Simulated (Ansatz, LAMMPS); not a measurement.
# Glassy 77Na2O-23TiO2 (mol %) (66 atoms): geometry optimisation, part 2 of 3

Aim: bring glassy 77Na2O-23TiO2 (mol %) (66 atoms) to a nearby minimum of the energy and see what moves.

Ansatz 0.2.0; Kohn-Sham DFT, r2SCAN, PAW (set soft_2), plane waves.

The cell: 34 Na, 5 Ti and 27 O. The quench rate of 10 K/ps far exceeds what a furnace or splat quench reaches. The network of bonds at the start is that of the classical potential that made the cell. Only the Γ point is sampled, in a cell whose shortest periodic width is 9 Å.

So far. Step 3 (Single point at the start): Neighbours are counted within 3.02 Å (Na-O), 2.64 Å (O-Ti).

## 4. Relaxation

The atoms are relaxed in the fixed cell, aiming at the force tolerance of the input.

Input file input.yaml:

```yaml
crystal:
  lattice:
    - [9.19623, 0.0, 0.0]
    - [0.0, 9.19623, 0.0]
    - [0.0, 0.0, 9.19623]
  atoms:
    [... the 66 atom lines of step 3 ...]
kpoints:
  mp_grid: { grid: [1, 1, 1] }
hamiltonian:
  xc: r2scan
scf:
  occupations: { method: fermi_dirac, width: 0.05 }
output:
  forces: true
relax:
  f_tol: 0.05
  max_steps: 200
```

The run is started by

```sh
$ ansatz run input.yaml --threads 4 --pin off --max-ram 8192MiB --backend cpu --events-out ev --progress --plain --runs-dir out
```

Numbers of over 12 decimals in the logs are rounded to 6 here.

The log of the run:

```text
[...]
Crystal: 66 atoms, lattice volume = 777.731 Å³
Basis set: ecut = 500 eV, 19837 PW (Γ), exchange–correlation on 288×288×288 points (64 copies of the dense FFT grid, shifted against one another)
Bands: 330, of which v1, the nominal top of the filled ones, is band 264 counted from 1 (263 counted from 0)
Symmetry: 1 space group operations
[...]
k-points: 1
[...]
SCF iter   1: F=—  HF=-78529.480131 eV  |F-HF|=—  |Δ(HF+E_count)|=         —  Δρ=1.66e-2  dr2=2.62e0  dr2_τ=1.80e0  ethr=1.77e-3  ⟨swp⟩=5.0  Hψ=1271  notcnv=0  defer=47
[...]
SCF iter   3: F=—  HF=-78530.285859 eV  |F-HF|=—  |Δ(HF+E_count)|=   7.95e-2  Δρ=3.33e-3  dr2=7.13e-2  dr2_τ=6.33e-3  ethr=1.12e-4  ⟨swp⟩=3.0  Hψ=500  notcnv=0  defer=38
automatic band count: iteration 3 solves 306 bands in place of 330: the levels show a gap, and the empty bands left out lie too high to hold charge; the band table lists the bands solved (type scf.n_extra_bands for more)
SCF iter   4: F=—  HF=-78530.280913 eV  |F-HF|=—  |Δ(HF+E_count)|=   4.95e-3  Δρ=1.43e-3  dr2=1.12e-2  dr2_τ=1.63e-3  ethr=1.35e-5  ⟨swp⟩=2.0  Hψ=377  notcnv=0  defer=38
[...]
SCF iter   7: F=-78530.281360 eV  HF=-78530.281382 eV  |F-HF|=2.18e-5  |Δ(HF+E_count)|=   3.99e-5  Δρ=8.40e-5  dr2=5.05e-5  dr2_τ=6.26e-6  ethr=1.18e-8  ⟨swp⟩=2.0  Hψ=841  notcnv=0
SCF 1 converged in 7 iterations: F = -78530.281360 eV  dr2 = 5.05e-5
[...]
relax step   1: F+E_penalty+E_count = -78530.28136049 eV  Δ(F+E_penalty+E_count) = +0.000e0 eV  max|allowed force component| = 2.522e0 eV/Å  Δτ_max = 0.0000 Å  (7 SCF iters, dr2 threshold 6.25e-5 eV, accepted)
[... from here on, the SCF cycles and remarks between the steps are left out ...]
relax step   2: F+E_penalty+E_count = -78533.42052047 eV  Δ(F+E_penalty+E_count) = -3.139e0 eV  max|allowed force component| = 1.243e0 eV/Å  Δτ_max = 0.1468 Å  (7 SCF iters, dr2 threshold 1.00e-4 eV, accepted)
relax step   3: F+E_penalty+E_count = -78535.06600226 eV  Δ(F+E_penalty+E_count) = -1.645e0 eV  max|allowed force component| = 9.099e-1 eV/Å  Δτ_max = 0.1918 Å  (7 SCF iters, dr2 threshold 9.66e-5 eV, accepted)
relax step   4: F+E_penalty+E_count = -78535.77543691 eV  Δ(F+E_penalty+E_count) = -7.094e-1 eV  max|allowed force component| = 4.634e-1 eV/Å  Δτ_max = 0.2000 Å  (7 SCF iters, dr2 threshold 1.00e-4 eV, accepted)
relax step   5: F+E_penalty+E_count = -78536.11597873 eV  Δ(F+E_penalty+E_count) = -3.405e-1 eV  max|allowed force component| = 2.885e-1 eV/Å  Δτ_max = 0.2000 Å  (7 SCF iters, dr2 threshold 5.57e-5 eV, accepted)
relax step   6: F+E_penalty+E_count = -78536.32556193 eV  Δ(F+E_penalty+E_count) = -2.096e-1 eV  max|allowed force component| = 2.194e-1 eV/Å  Δτ_max = 0.2000 Å  (8 SCF iters, dr2 threshold 2.16e-5 eV, accepted)
relax step   7: F+E_penalty+E_count = -78536.44319504 eV  Δ(F+E_penalty+E_count) = -1.176e-1 eV  max|allowed force component| = 2.301e-1 eV/Å  Δτ_max = 0.1954 Å  (8 SCF iters, dr2 threshold 1.87e-5 eV, accepted)
relax step   8: F+E_penalty+E_count = -78536.53166294 eV  Δ(F+E_penalty+E_count) = -8.847e-2 eV  max|allowed force component| = 1.210e-1 eV/Å  Δτ_max = 0.2000 Å  (7 SCF iters, dr2 threshold 3.06e-5 eV, accepted)
relax step   9: F+E_penalty+E_count = -78536.58690370 eV  Δ(F+E_penalty+E_count) = -5.524e-2 eV  max|allowed force component| = 3.171e-1 eV/Å  Δτ_max = 0.1950 Å  (8 SCF iters, dr2 threshold 4.06e-6 eV, accepted)
relax step  10: F+E_penalty+E_count = -78536.69320412 eV  Δ(F+E_penalty+E_count) = -1.063e-1 eV  max|allowed force component| = 1.093e-1 eV/Å  Δτ_max = 0.2000 Å  (8 SCF iters, dr2 threshold 2.78e-5 eV, accepted)
relax step  11: F+E_penalty+E_count = -78536.78912262 eV  Δ(F+E_penalty+E_count) = -9.592e-2 eV  max|allowed force component| = 9.475e-2 eV/Å  Δτ_max = 0.2000 Å  (11 SCF iters, accepted)
relax step  12: F+E_penalty+E_count = -78536.87663697 eV  Δ(F+E_penalty+E_count) = -8.751e-2 eV  max|allowed force component| = 3.014e-1 eV/Å  Δτ_max = 0.1967 Å  (11 SCF iters, accepted)
relax step  13: F+E_penalty+E_count = -78536.97585826 eV  Δ(F+E_penalty+E_count) = -9.922e-2 eV  max|allowed force component| = 3.669e-1 eV/Å  Δτ_max = 0.1949 Å  (7 SCF iters, dr2 threshold 6.83e-5 eV, accepted)
relax step  14: F+E_penalty+E_count = -78537.20588767 eV  Δ(F+E_penalty+E_count) = -2.300e-1 eV  max|allowed force component| = 1.839e-1 eV/Å  Δτ_max = 0.2000 Å  (7 SCF iters, dr2 threshold 1.00e-4 eV, accepted)
relax step  15: F+E_penalty+E_count = -78537.37685271 eV  Δ(F+E_penalty+E_count) = -1.710e-1 eV  max|allowed force component| = 2.146e-1 eV/Å  Δτ_max = 0.1952 Å  (8 SCF iters, dr2 threshold 8.50e-6 eV, accepted)
relax step  16: F+E_penalty+E_count = -78537.50224156 eV  Δ(F+E_penalty+E_count) = -1.254e-1 eV  max|allowed force component| = 1.770e-1 eV/Å  Δτ_max = 0.2000 Å  (8 SCF iters, dr2 threshold 1.16e-5 eV, accepted)
relax step  17: F+E_penalty+E_count = -78537.57127955 eV  Δ(F+E_penalty+E_count) = -6.904e-2 eV  max|allowed force component| = 1.540e-1 eV/Å  Δτ_max = 0.1976 Å  (7 SCF iters, dr2 threshold 2.13e-5 eV, accepted)
relax step  18: F+E_penalty+E_count = -78537.64444311 eV  Δ(F+E_penalty+E_count) = -7.316e-2 eV  max|allowed force component| = 6.553e-2 eV/Å  Δτ_max = 0.2000 Å  (8 SCF iters, dr2 threshold 1.61e-5 eV, accepted)
relax step  19: F+E_penalty+E_count = -78537.67877465 eV  Δ(F+E_penalty+E_count) = -3.433e-2 eV  max|allowed force component| = 6.051e-2 eV/Å  Δτ_max = 0.2000 Å  (11 SCF iters, accepted)
relax step  20: F+E_penalty+E_count = -78537.67045486 eV  Δ(F+E_penalty+E_count) = +8.320e-3 eV  max|allowed force component| = 1.238e-1 eV/Å  Δτ_max = 0.0522 Å  (10 SCF iters, rejected (line search))
relax step  21: F+E_penalty+E_count = -78537.68282141 eV  Δ(F+E_penalty+E_count) = -4.047e-3 eV  max|allowed force component| = 1.825e-2 eV/Å  Δτ_max = 0.0261 Å  (9 SCF iters, accepted)
[...]
SCF iter   2: F=-78537.682821 eV  HF=-78537.682821 eV  |F-HF|=3.84e-9  |Δ(HF+E_count)|=   1.25e-8  Δρ=1.52e-6  dr2=1.33e-8  dr2_τ=1.75e-9  ethr=7.95e-12  ⟨swp⟩=3.0  Hψ=859  notcnv=0
SCF 22 converged in 2 iterations: F = -78537.682821 eV  dr2 = 1.33e-8
SCF converged after 2 iterations
Free energy (F): -78537.682821 eV
[...]
Internal energy: -78537.682821 eV  (E = F + TS)
E sigma→0 (E₀):  -78537.682821 eV
Fermi energy:    7.421195 eV
[...]
--- Forces (eV/Å), atoms counted from 1 ---
  atom   1  Na     0.00155155     0.00209202    -0.00236658
  atom   2  Na    -0.00578725     0.00212955    -0.00085644
  atom   3  Na    -0.00160971    -0.00505923    -0.00172035
  atom   4  Na    -0.00007451     0.00292977     0.00667841
  atom   5  Na     0.00285569    -0.00394267     0.00311342
  atom   6  Na    -0.00183482    -0.00180561     0.00256609
  atom   7  Na     0.00362104     0.00166682     0.00991760
  atom   8  Na    -0.00242179     0.00112246     0.00550691
  atom   9  Na    -0.00186670    -0.00438257    -0.00337471
  atom  10  Na    -0.00763685     0.00298992    -0.00643881
  atom  11  Na     0.00253512    -0.00495359     0.00393969
  atom  12  Na    -0.00262115     0.00071708     0.00383911
  atom  13  Na    -0.00194095     0.00484623    -0.00245956
  atom  14  Na     0.00515673     0.00080552    -0.00369730
[...]
atom  65  O     -0.00394876    -0.00124904    -0.00287184
  atom  66  O      0.00124385     0.00059663    -0.00127243
  max |Σ_I F_I| component: 6.50e-5 eV/Å
--- Relaxed structure (21 steps of the walk, 20 accepted, 0 SCFs on fresh bases) ---
  F+E_penalty+E_count = -78537.68282141 eV   max|allowed force component| = 1.825e-2 eV/Å
  atoms:
    - { symbol: Na, position: [0.063343, 0.594052, 0.048646] }
    - { symbol: Na, position: [0.979807, 0.071762, 0.603696] }
    - { symbol: Na, position: [0.724105, 0.688988, 0.893894] }
    - { symbol: Na, position: [0.793786, 0.389694, 0.789909] }
[...]
- { symbol: O, position: [0.845284, 0.508088, 1.010662] }
```

Wall time 3.5 min (4 threads of Intel Xeon 6975P-C (Granite Rapids), shared host); peak memory 2.3 GiB.

The steps of the relaxation:

```
step  energy less that of the first step (eV)  largest force component (eV/Å)
   1                                   0.0000                          2.5220
   2                                  -3.1392                          1.2432
   3                                  -4.7846                          0.9099
   4                                  -5.4941                          0.4634
   5                                  -5.8346                          0.2885
   6                                  -6.0442                          0.2194
   7                                  -6.1618                          0.2301
   8                                  -6.2503                          0.1210
   9                                  -6.3055                          0.3171
  10                                  -6.4118                          0.1093
  11                                  -6.5078                          0.0947
  12                                  -6.5953                          0.3014
  13                                  -6.6945                          0.3669
  14                                  -6.9245                          0.1839
  15                                  -7.0955                          0.2146
  16                                  -7.2209                          0.1770
  17                                  -7.2899                          0.1540
  18                                  -7.3631                          0.0655
  19                                  -7.3974                          0.0605
  20                                  -7.3891                          0.1238
  21                                  -7.4015                          0.0183
```

Relaxation step 20 was tried and not accepted.

The atoms that moved most (Å):

```
atom      dx      dy      dz  length
 O58  -0.467  -1.196  -0.648   1.438
Na30   0.800  -0.429  -0.967   1.326
 O40  -0.563  -0.924  -0.321   1.129
Ti38   0.580  -0.931  -0.225   1.120
 O51   0.291  -1.065  -0.070   1.106
Na21  -0.055   0.515  -0.965   1.095
Na32  -0.071  -1.085  -0.110   1.093
Na27  -0.837   0.633   0.304   1.092
```

The relaxation changed the energy by -112 meV/atom, and atoms moved by 0.69 Å r.m.s., 1.4 Å at most.

## 5. Structure statistics after relaxation

Bonds before and after, by the cutoffs listed below:

```
pair  bonds before  bonds after  mean before (Å)  mean after (Å)  spread before (Å)  spread after (Å)
Na-O           162          160            2.424           2.352              0.194             0.163
O-Ti            27           23            1.950           1.901              0.081             0.115
```

Density 3.10 g/cm³, 11.78 Å³ an atom.

Pair distribution functions g(r), in bins of 0.2 Å:

```
r (Å)  total  Na-Na  Na-O  Na-Ti   O-O   O-Ti  Ti-Ti
 1.70   0.14   0.00  0.00   0.00  0.00   2.18   0.00
 1.90   0.69   0.00  0.00   0.00  0.00  11.13   0.00
 2.10   0.76   0.00  1.58   0.00  0.00   1.48   0.00
 2.30   2.65   0.30  6.09   0.00  0.00   0.00   0.00
 2.50   1.00   1.43  1.48   0.00  0.00   0.00   0.00
 2.70   1.22   2.49  0.60   0.48  1.60   0.00   0.00
 2.90   1.26   2.17  0.20   3.68  1.64   0.56   0.00
 3.10   0.80   1.07  0.28   3.24  0.88   0.00   0.00
 3.30   0.90   0.79  0.50   1.47  2.02   0.20   2.17
 3.50   0.79   0.57  0.61   0.60  1.87   0.37   0.00
 3.70   0.85   0.74  0.69   1.21  1.50   0.33   0.00
 3.90   0.78   0.81  0.55   1.30  1.18   0.45   1.56
 4.10   1.05   1.02  1.14   0.87  0.71   1.64   1.53
 4.30   1.08   1.42  1.02   0.49  1.01   0.99   1.35
 4.50   1.06   0.82  1.44   0.54  0.59   1.70   0.00
```

Bonds by pair of elements; cutoffs follow the first minimum of g(r), held within bounds set by covalent radii, and pairs that aren't listed don't count as bonded:

```
pair A-B  cutoff (Å)  bonds  mean length (Å)  spread (Å)  shortest (Å)  B about A  A about B
    Na-O        2.93    160             2.35       0.163          2.13       4.71       5.93
    O-Ti        2.64     23             1.90       0.115          1.76      0.852        4.6
```

How many atoms have how many bonded neighbours:

```
element  mean   4   5   6   7  8  9
     Na  4.71  16  12   6   0  0  0
      O  6.78   0   0  10  14  2  1
     Ti   4.6   2   3   0   0  0  0
```

Bond angles (no mean is given where the spread exceeds 20°):

```
 angle  count  mean (°)  spread (°)
O-Na-O    306         -           -
O-Ti-O     42         -           -
```

Bond length by coordination (bonds to H left out):

```
element  coordination  atoms  mean bond length (Å)
     Na             4     16                  2.30
     Na             5     12                  2.37
     Na             6      6                  2.42
      O             6     10                  2.28
      O             7     14                  2.29
      O             8      2                  2.34
      O             9      1                  2.39
     Ti             4      2                  1.82
     Ti             5      3                  1.94
```

For some of the pairs, g(r) has its first main peak near 2.7 Å (Na-Na), 2.3 Å (Na-O), 3.0 Å (Na-Ti) and 1.9 Å (O-Ti). Counting bonds as in the table, 47 % of Na atoms have 4, 52 % of O atoms have 7 and 60 % of Ti atoms have 5 bonded neighbours. Bonds at Na atoms with 4 neighbours average 2.30 Å, against 2.42 Å at those with 6.

[end of part 2 of 3]

[Logs are printed without paths, hosts, clocks, repeated set-up lines and the standing remarks that a program may print on its own settings, such as how far it seeks lower states.]

[Hosts, paths, dates, database ids (printed as entryN), source tags and the programs' standing remarks are cut or masked in the printed files.]
